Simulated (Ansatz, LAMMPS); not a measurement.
# Static equation of state of glassy 71SiO2-7B2O3-11Na2O-11K2O (mol %) (88 atoms)

Density of this cell: 2.39 g/cm³. The cell holds 88 atoms: 20 Si, 4 B, 6 Na, 6 K and 52 O. Its edges and angles: a = 11.051 Å, b = 10.740 Å, c = 10.627 Å, α = 93.3°, β = 91.6°, γ = 87.8°. The starting structure: 88 atoms (20 Si, 4 B, 6 Na, 6 K, 52 O) placed at random at 2.33 g/cm³, melted at 3000 K for 20 ps at fixed volume with the Buckingham and Coulomb pair potential of Guillot and Sator (Geochim. Cosmochim. Acta 71, 1249 (2007)) with the boron terms of Wang et al. (J. Non-Cryst. Solids 498, 294 (2018)). Quenched from 3000 K to 300 K at 20 K/ps and fixed volume, held 10 ps at zero pressure.

Calculated with Ansatz 0.2.0: Kohn-Sham DFT, PBE, PAW (set soft_2), plane waves; cutoff 420 eV, Γ point, fermi-dirac smearing of 0.025 eV. Cell and atoms were relaxed first, to V0 = 14.294 Å³ an atom at a residual P0 = 0.003 GPa. The cell was then scaled evenly, and the atoms were relaxed at each volume.

```
volume (Å³/atom)  pressure (GPa)
          12.864               ?
          13.436           2.158
          13.865          0.8238
          14.723          -1.099
          15.151          -1.910
```

Task: Fit the third-order Birch–Murnaghan equation to the rows given and extrapolate to the withheld row.

Worked fit:

Take the Eulerian strain f = ½[(V0/V)^(2/3) − 1] and the normalised pressure F = (P − P0) / [3f(1 + 2f)^(5/2)]. The third-order Birch–Murnaghan equation is then the line F = B0 + (3/2)B0(B′ − 4) f, so u = f and v = F.

```
      u = f  v = F (GPa)
  0.0210561      30.7772
  0.0102566      25.3688
-0.00975629      39.5403
 -0.0190505      36.8741
```

With n = 4: mean u = 6.2647e-4, mean v = 33.1401, Σ(u − ū)² = 0.0010051, Σ(u − ū)(v − v̄) = -0.26304. Slope b = -0.26304 / 0.0010051 = -261.70; intercept a = v̄ − b ū = 33.304.

So B0 = a = 33.3 GPa and B′ = 4 + 2b/(3a) = -1.24. At the withheld volume f = 0.03638, F = a + b f = 23.78 GPa, and P = P0 + 3f(1 + 2f)^(5/2) F.

Prediction at 12.864: 3.097 GPa. The run gave 3.860 GPa, so the fit is low by 0.76 GPa (20 % of the value).

The series isn't one smooth equation of state: even a line fitted to all rows, the withheld one included, misses F by up to 26.1 % and an atom moves over 0.5 Å in some relaxation. B0 and B′ are then only the numbers of this fit, not moduli of the material. Among the rows given, the largest miss of the fit is at 13.436, by 0.21 GPa (3.6 % of the range of the table).

Limits: Static cells at zero temperature; the cell shape is held. The program notes that the SCF threshold of these relaxations is loose for the stress. The quench rate of 20 K/ps is many orders above laboratory rates, so the cell is likely richer in defects and strain than a real sample. The network of bonds at the start is that of the classical potential that made the cell, and needn't be the one that DFT or experiment would give. Only the Γ point is sampled, in a cell whose shortest periodic width is 11 Å.

[Logs are printed without paths, hosts, clocks, repeated set-up lines and the standing remarks that a program may print on its own settings, such as how far it seeks lower states.]

[Hosts, paths, dates, database ids (printed as entryN), source tags and the programs' standing remarks are cut or masked in the printed files.]
